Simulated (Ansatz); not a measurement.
# NbSiB in the AlB2 type: lattice stability ahead of a resistivity run, part 2 of 3

The plan: relax NbSiB in the AlB2 type, check its phonons, and, if the lattice is stable, compute its Eliashberg function and ρ(T).

Ansatz 0.2.0; DFT PBE, scalar-relativistic, plane waves, PAW; PAW set soft_1.

So far. Step 3 (Relaxation): The largest force is now zero by symmetry and the largest stress component 0.011 GPa. Step 4 (Tight relaxation): The largest force is now zero by symmetry and the largest stress component 3.9e-4 GPa, small enough for phonons. The relaxed cell has a = 3.487, c = 3.469 Å (conventional setting).

The structure was built from a prototype and need not be the compound's stable phase.

## 5. Phonons: q 2×2×2, k 6×6×4

Couplings are defined for a stable lattice alone, so phonons come first.

input.yaml

```yaml
crystal:
  lattice:
    - [3.4872766193, 0.0, 0.0]
    - [-1.7436383097, 3.0200701423, 0.0]
    - [0.0, 0.0, 3.4692936215]
  atoms:
    - { symbol: Nb, position: [0.0, 0.0, 0.0] }
    - { symbol: B, position: [0.3333333333, 0.6666666667, 0.5] }
    - { symbol: Si, position: [0.6666666667, 0.3333333333, 0.5] }
kpoints:
  mp_grid: { grid: [6, 6, 4] }
hamiltonian:
  xc: pbe
  pseudopotentials: { kind: paw, azcp: { folder: soft_1 } }
scf:
  occupations: { method: methfessel_paxton, width: 0.2 }
output:
  eigenvalues: true
phonons:
  method: dfpt
  qmesh: [2, 2, 2]
  temperatures: { t_max: 1000, t_step: 50 }
  qpath:
    path:
      - [[0.0, 0.0, 0.0], [0.5, 0.0, 0.0], [0.33333333, 0.33333333, 0.0], [0.0, 0.0, 0.0], [0.0, 0.0, 0.5], [0.5, 0.0, 0.5], [0.33333333, 0.33333333, 0.5], [0.0, 0.0, 0.5]]
      - [[0.5, 0.0, 0.5], [0.5, 0.0, 0.0]]
      - [[0.33333333, 0.33333333, 0.5], [0.33333333, 0.33333333, 0.0]]
    npoints: 10
```

Launch:

```console
$ ansatz run input.yaml --threads 4 --pin off --max-ram 12288MiB --backend cpu --events-out ev --progress --plain --runs-dir out
```

Numbers of over 12 decimals in the logs are rounded to 6 here.

Log:

```text
Warning: phonons: the dynamical matrix that this run interpolates holds no multipole term above the dipole-dipole one, and a site of this crystal is no centre of inversion, so its interpolated transverse optical and acoustic branches and sound speeds can stay off near Gamma, and the density of states and the thermodynamics with them. What a run solves at a wave vector of phonons.qpoints, Gamma apart, where the deck admits one, is free of this, and under fd what a larger phonons.supercell samples
[...]
Crystal: 3 atoms, lattice volume = 36.538 Å³
Basis set: ecut = 420 eV, 701 PW (Γ), exchange–correlation on 48×48×48 points (8 copies of the dense FFT grid, shifted against one another)
Bands: 14, of which v1, the nominal top of the filled ones, is band 10 counted from 1 (9 counted from 0)
Symmetry: 12 space group operations
k-points: 21 of 144 (time reversal used)
[...]
SCF iter   1: F=—  HF=-5346.237941 eV  |F-HF|=—  |Δ(HF+E_count)|=         —  Δρ=1.04e-1  dr2=8.23e0  ethr=3.10e-3  ⟨swp⟩=5.6  Hψ=3904  notcnv=0
automatic band count: the SCF goes on with 18 bands, as 14 were too few: they end inside the smearing window of the response
[...]
SCF iter   2: F=—  HF=-5345.324447 eV  |F-HF|=—  |Δ(HF+E_count)|=   9.13e-1  S|Δr|=    0.00e0  Δρ=7.83e-2  dr2=4.76e0  ethr=3.10e-3  ⟨swp⟩=2.0  Hψ=666  notcnv=0  defer=33
[...]
SCF iter  10: F=-5344.249430 eV  HF=-5344.249430 eV  |F-HF|=1.82e-12  |Δ(HF+E_count)|=  1.26e-10  S|Δr|=    0.00e0  Δρ=7.93e-8  dr2=3.31e-12  ethr=1.00e-12  ⟨swp⟩=10.2  Hψ=2040  notcnv=0
SCF 1 converged in 10 iterations: F = -5344.249430 eV  dr2 = 3.31e-12
[...]
SCF iter   1: F=—  HF=-5344.249429 eV  |F-HF|=—  |Δ(HF+E_count)|=         —  Δρ=4.56e-7  dr2=7.36e-11  ethr=8.69e-8  ⟨swp⟩=3.0  Hψ=2523  notcnv=0
eigensolver tolerance schedule: the retry pair's looser diagonalisation over-reported the residual by 235996.28 of it (diagonalisation noise at an unbounded share of the residual, at the tolerance the schedule requests for it); recorded, not acted on — ethr = c·dr2/N_el stays at c = 1.0e-1
[...]
SCF iter   2: F=—  HF=-5344.249430 eV  |F-HF|=—  |Δ(HF+E_count)|=   1.04e-6  S|Δr|=    0.00e0  Δρ=2.79e-7  dr2=3.01e-11  ethr=1.00e-12  ⟨swp⟩=3.2  Hψ=651  notcnv=0
SCF iter   3: F=-5344.249430 eV  HF=-5344.249430 eV  |F-HF|=3.64e-12  |Δ(HF+E_count)|=  9.09e-12  S|Δr|=    0.00e0  Δρ=1.55e-7  dr2=8.57e-12  ethr=1.00e-12  ⟨swp⟩=1.7  Hψ=858  notcnv=0
SCF 2 converged in 3 iterations: F = -5344.249430 eV  dr2 = 8.57e-12
phonons: the bands overlap, so this run is a metal and interpolates without the dipole-dipole term. If the crystal is really an insulator or semiconductor, its LO-TO splitting is missing
NSCF: frozen V_eff on 21 k-points
[...]
DFPT response loops at q = (0, 0, 0) (fractional): preconditioner auto → Kerker (q_TF=auto, 2.468 Å⁻¹) (partly filled bands, converged f_vac=0.000); β = 1.00, the filter's whole step (`scf.mixing.beta` (0.50) is not read by the response loops under this deck's `scf.mixing.preconditioner`; to damp them name `kerker` or `kerker_dos`, under which they read `scf.mixing.beta`, and type it under 1.00, their step now; both keys bind the ground state too); Broyden in place of MSR1
[...]
SCF converged after 10 iterations
Stability not checked: this state was not tested for a lower state beside it, because cold or Methfessel-Paxton smearing, or corrected tetrahedra, fill the levels in a way that the test cannot read (fill_not_monotonic; see scf.lower_state_search)
Free energy (F): -5344.249430 eV
[...]
Internal energy: -5344.238042 eV  (E = F + TS)
E sigma→0 (E₀):  -5344.246583 eV
Entropy (-TS):   -0.011388 eV (-3.796 meV/atom)
Fermi energy:    16.014562 eV
Step filling:    the computed levels leave a gap of 0.0516 eV = 0.3 smearing widths at the electron count; against every level under it full and every level over it empty, smearing changes F+E_penalty+E_count by -1.333 meV and its σ→0 estimate by +1.514 meV
[...]
--- Band table (eV; the first three rows and the last of 21) ---
  k-point 0: bands = [... 6 lower, 11.6374, 12.3258, 13.3971, 16.4476, 16.4476, 17.3343, 17.4350, 17.4350, ... 4 higher]
  k-point 1: bands = [... 6 lower, 12.2172, 12.2172, 14.4382, 14.4382, 15.2636, 16.8365, 16.8365, 17.9290, ... 4 higher]
  k-point 2: bands = [... 6 lower, 13.0646, 13.0646, 14.1142, 14.1142, 14.6203, 14.6203, 17.1494, 19.4190, ... 4 higher]
  k-point 20: bands = [... 6 lower, 10.0664, 11.5112, 11.9116, 17.6181, 18.0914, 18.4308, 18.7887, 19.2430, ... 4 higher]
--- Phonons (Γ-DFPT): 6 representative perturbations + reference (Σ response iterations 18) ---
  ASR residual: 1.186e-4 → 0.000e0 eV/Å²; symmetrization residual: 1.219e-6 eV/Å²
  ASR residual per site (eV/Å²): 1.19e-4 2.40e-5 3.99e-5
  Γ frequencies (cm⁻¹): 0.00 0.00 0.00 111.57 111.57 165.21 359.76 643.77 643.77
--- Phonons (arbitrary-q DFPT): 4 irreducible q on the 2×2×2 mesh ---
  q = [0.0000, 0.0000, 0.0000] (star 1, of the zone-centre solve; hermiticity 1.35e-7, symmetrization 2.43e-11): -0.00 0.00 0.00 111.57 111.57 165.21 359.76 643.77 643.77
  q = [0.0000, 0.0000, -0.5000] (star 1, 6 solved perturbations in 180 linear systems a pass and spin channel, the states on 39 of 144 k-point pairs; hermiticity 5.66e-8, symmetrization 2.92e-9): -250.33 -200.01 -200.01 -28.93 240.58 240.58 348.48 631.30 631.30
  q = [0.0000, -0.5000, 0.0000] (star 3, 9 solved perturbations on 39 of 144 k-point pairs; hermiticity 4.67e-5, symmetrization 2.13e-6): -214.27 -137.33 -98.87 129.22 242.00 306.53 410.20 573.41 641.39
[...]
sum rule: each row above includes the acoustic sum rule's correction from the zone centre's row sums; it moved no ω² by more than (0.78 cm⁻¹)²
  mesh force constants: q→R imaginary residual 1.64e-17; ASR residual 1.186e-4 → 0.000e0 eV/Å²; symmetrization residual 1.776e-14 eV/Å²
  interpolated dispersion: 93 rows × 9 modes
  density of states and harmonic sums: on the 20×20×18 q-mesh, interpolated from the force constants of a 2×2×2 supercell (no non-analytic term)
  largest difference from the sums on the solved wave vectors: F 4.68e-3 eV, S 1.54e-5 and C_V 1.08e-5 eV/K
  zero-point energy: 0.141104 eV/cell   skipped modes (ω ≤ 0): 1321, of them read as no rigid motion or as one in doubt: 1318 (3.000e0 modes/cell left out, lowest -250.33 cm⁻¹)   left out of the sums: 3.33e-1 of the cell's modes: C_V's classical limit lies that fraction below 3 k_B per atom; for a crystal, a wire or a layer, F and S can be off by more, and a phonons.interpolated_qmesh denser along its periods is the remedy for the sampling
```

It took 10 s on 4 threads of AMD EPYC 9R14 (Zen 4), shared host; peak memory 0.5 GiB.

Numbers from this step:

```yaml
share_of_imaginary_modes_in_the_plain_interpolation_between_solved_wavevectors: 0.3333
highest_frequency_solved_or_plainly_interpolated: 656.1 cm⁻¹
```

Solved on the 2×2×2 mesh alone; all other wavevectors are interpolated. Phonon branches along the path, in cm⁻¹:

| point | branch 1 | branch 2 | branch 3 | branch 4 | branch 5 | branch 6 | branch 7 | branch 8 | branch 9 |
| --- | --- | --- | --- | --- | --- | --- | --- | --- | --- |
| Γ | 0 | 0 | 0 | 112 | 112 | 165 | 360 | 644 | 644 |
| halfway | -153 | -114 | -59 | 147 | 198 | 290 | 333 | 615 | 642 |
| M | -214 | -137 | -99 | 129 | 242 | 306 | 410 | 573 | 641 |
| halfway | -203 | -141 | -104 | 128 | 231 | 304 | 424 | 558 | 650 |
| K | -180 | -165 | -110 | 127 | 225 | 300 | 441 | 540 | 656 |
| halfway | -175 | -92 | -69 | 142 | 195 | 323 | 326 | 604 | 645 |
| Γ | 0 | 0 | 0 | 112 | 112 | 165 | 360 | 644 | 644 |
| halfway | -160 | -136 | -136 | 116 | 186 | 186 | 346 | 637 | 637 |
| A | -250 | -200 | -200 | -29 | 241 | 241 | 348 | 631 | 631 |
| halfway | -228 | -168 | -160 | 168 | 202 | 331 | 339 | 611 | 618 |
| L | -195 | -128 | -112 | 151 | 222 | 343 | 418 | 576 | 605 |
| halfway | -191 | -136 | -84 | 191 | 228 | 342 | 418 | 543 | 624 |
| H | -185 | -136 | -54 | 222 | 233 | 342 | 426 | 513 | 632 |
| halfway | -221 | -163 | -144 | 185 | 206 | 338 | 343 | 597 | 622 |
| A | -250 | -200 | -200 | -29 | 241 | 241 | 348 | 631 | 631 |
| jump to L | -195 | -128 | -112 | 151 | 222 | 343 | 418 | 576 | 605 |
| halfway | -174 | -148 | -138 | 184 | 206 | 322 | 415 | 575 | 624 |
| M | -214 | -137 | -99 | 129 | 242 | 306 | 410 | 573 | 641 |
| jump to H | -185 | -136 | -54 | 222 | 233 | 342 | 426 | 513 | 632 |
| halfway | -153 | -152 | -134 | 188 | 224 | 322 | 434 | 527 | 644 |
| K | -180 | -165 | -110 | 127 | 225 | 300 | 441 | 540 | 656 |

The phonon branches as a text plot (rows in cm⁻¹):

```
    637 |****************************     ***********   *********
    599 |   ***        **            *****       *   ***
    562 |      **** ***                 ***    **    ******
    524 |          *                       ****            ******
    486 |
    448 |          **                                       *****
    411 |      ****  **                ********      *******
    373 |**   *        *   **         *        **
    335 |  ***         ****  ***************************   ***
    297 |   * *********             *             *     ***   ***
    260 |  *    *       *         **               **
    222 |    *** ******* *     ****** ***************** *********
    184 |  **           * *          **   **    *     ***    **
    146 |**********  **********     *  ***       *   *   **    **
    108 |*         **      **  *                  *
     71 |                          *               *
     33 |                       * *                 *
     -5 |**                **    *
    -43 |* **           *****               **             *
    -80 | *  ****     *****  *            **  *             *
   -118 |  ***** ******* *    *       *******  **    ******  * **
   -156 |   **  ******  *      *    ***      *****     **********
   -194 |     ** *******       ****** *********** ***** ****    *
   -231 |       *               ******           ****
         Γ     M   K       Γ     A      L   H      A|L   M|H    K
```

Lowest modes at the softest wavevector of the mesh. The modes at q = (0.000, 0.000, 0.500) (shares of kinetic energy by element, %) (negative means imaginary):

| mode | frequency (cm⁻¹) | Nb % | B % | Si % |
| --- | --- | --- | --- | --- |
| 1 | -250.3 | 100 | 0 | 0 |
| 2 | -200.0 | 100 | 0 | 0 |
| 3 | -200.0 | 100 | 0 | 0 |
| 4 | -28.9 | 0 | 86 | 14 |
| 5 | 240.6 | 0 | 33 | 67 |
| 6 | 240.6 | 0 | 33 | 67 |

Displacements in mode 1 (-250.3 cm⁻¹), the largest set to 1, in the home cell:
```
Nb1 0.00 0.00 1.00
B2  0.00 0.00 0.00
Si3 0.00 0.00 0.00
```

Displacements in mode 4 (-28.9 cm⁻¹), the largest set to 1, in the home cell:
```
Nb1  0.00  0.00  0.00
B2   0.00  0.00  1.00
Si3  0.00  0.00 -0.25
```

Among the solved wavevectors the lowest mode, translations apart, is -250 cm⁻¹, imaginary.

## 6. Phonons by linear response: q 3×3×2, k 9×9×6

An imaginary mode on so few k-points may come from the sampling, so the phonons are repeated with another q and k mesh.

input.yaml: that of step 5 with these lines changed.

```diff
@@ -10,3 +10,3 @@
 kpoints:
-  mp_grid: { grid: [6, 6, 4] }
+  mp_grid: { grid: [9, 9, 6] }
 hamiltonian:
@@ -20,3 +20,3 @@
   method: dfpt
-  qmesh: [2, 2, 2]
+  qmesh: [3, 3, 2]
   temperatures: { t_max: 1000, t_step: 50 }
```

Log:

```text
[...]
Crystal: 3 atoms, lattice volume = 36.538 Å³
Basis set: ecut = 420 eV, 701 PW (Γ), exchange–correlation on 48×48×48 points (8 copies of the dense FFT grid, shifted against one another)
Bands: 14, of which v1, the nominal top of the filled ones, is band 10 counted from 1 (9 counted from 0)
Symmetry: 12 space group operations
k-points: 48 of 486 (time reversal used)
[...]
SCF iter   1: F=—  HF=-5346.250991 eV  |F-HF|=—  |Δ(HF+E_count)|=         —  Δρ=1.04e-1  dr2=8.26e0  ethr=3.10e-3  ⟨swp⟩=5.2  Hψ=3953  notcnv=0
[...]
SCF iter   9: F=-5344.269430 eV  HF=-5344.269430 eV  |F-HF|=3.64e-12  |Δ(HF+E_count)|=  6.76e-10  S|Δr|=    0.00e0  Δρ=1.29e-7  dr2=3.56e-12  ethr=1.00e-12  ⟨swp⟩=10.0  Hψ=4935  notcnv=0
SCF 1 converged in 9 iterations: F = -5344.269430 eV  dr2 = 3.56e-12
[...]
SCF iter   4: F=-5344.269430 eV  HF=-5344.269430 eV  |F-HF|=9.09e-13  |Δ(HF+E_count)|=  6.37e-12  S|Δr|=    0.00e0  Δρ=4.88e-8  dr2=8.70e-13  ethr=1.00e-12  ⟨swp⟩=1.8  Hψ=1917  notcnv=0
SCF 2 converged in 4 iterations: F = -5344.269430 eV  dr2 = 8.70e-13
[...]
SCF converged after 9 iterations
[...]
Free energy (F): -5344.269430 eV
[...]
Internal energy: -5344.262775 eV  (E = F + TS)
E sigma→0 (E₀):  -5344.267766 eV
Entropy (-TS):   -0.006655 eV (-2.218 meV/atom)
Fermi energy:    16.128470 eV
[...]
--- Band table (eV; the first three rows and the last of 48) ---
  k-point 0: bands = [... 6 lower, 11.6405, 12.3163, 13.3986, 16.4332, 16.4332, 17.3364, 17.4328, 17.4328, ... 4 higher]
  k-point 1: bands = [... 6 lower, 11.9036, 11.9036, 14.4759, 15.0886, 15.0886, 17.5570, 17.5570, 17.6087, ... 4 higher]
  k-point 2: bands = [... 6 lower, 12.6194, 12.6194, 13.9791, 13.9791, 15.9821, 15.9821, 16.0790, 18.3674, ... 4 higher]
  k-point 47: bands = [... 6 lower, 10.0600, 11.5183, 11.9158, 17.6051, 18.0795, 18.4231, 18.7922, 19.2309, ... 4 higher]
[...]
ASR residual: 5.553e-5 → 0.000e0 eV/Å²; symmetrization residual: 1.699e-6 eV/Å²
  ASR residual per site (eV/Å²): 5.55e-5 2.37e-5 3.05e-5
  Γ frequencies (cm⁻¹): -94.40 -94.40 0.00 0.00 0.00 129.73 338.80 639.46 639.46
--- Phonons (arbitrary-q DFPT): 6 irreducible q on the 3×3×2 mesh ---
[...]
interpolated dispersion: 93 rows × 9 modes
[...]
```

Wall time 45 s (4 threads); peak memory 0.68 GiB; 2.8 min of CPU time.

This step gave:

| Quantity | Value |
| --- | --- |
| share of imaginary modes in the plain interpolation between solved wavevectors | 0.2765 |
| highest frequency, solved or plainly interpolated | 691.9 cm⁻¹ |

[end of part 2 of 3]

[Logs are printed without paths, hosts, clocks, repeated set-up lines and the standing remarks that a program may print on its own settings, such as how far it seeks lower states.]

[Hosts, paths, dates, database ids (printed as entryN), source tags and the programs' standing remarks are cut or masked in the printed files.]
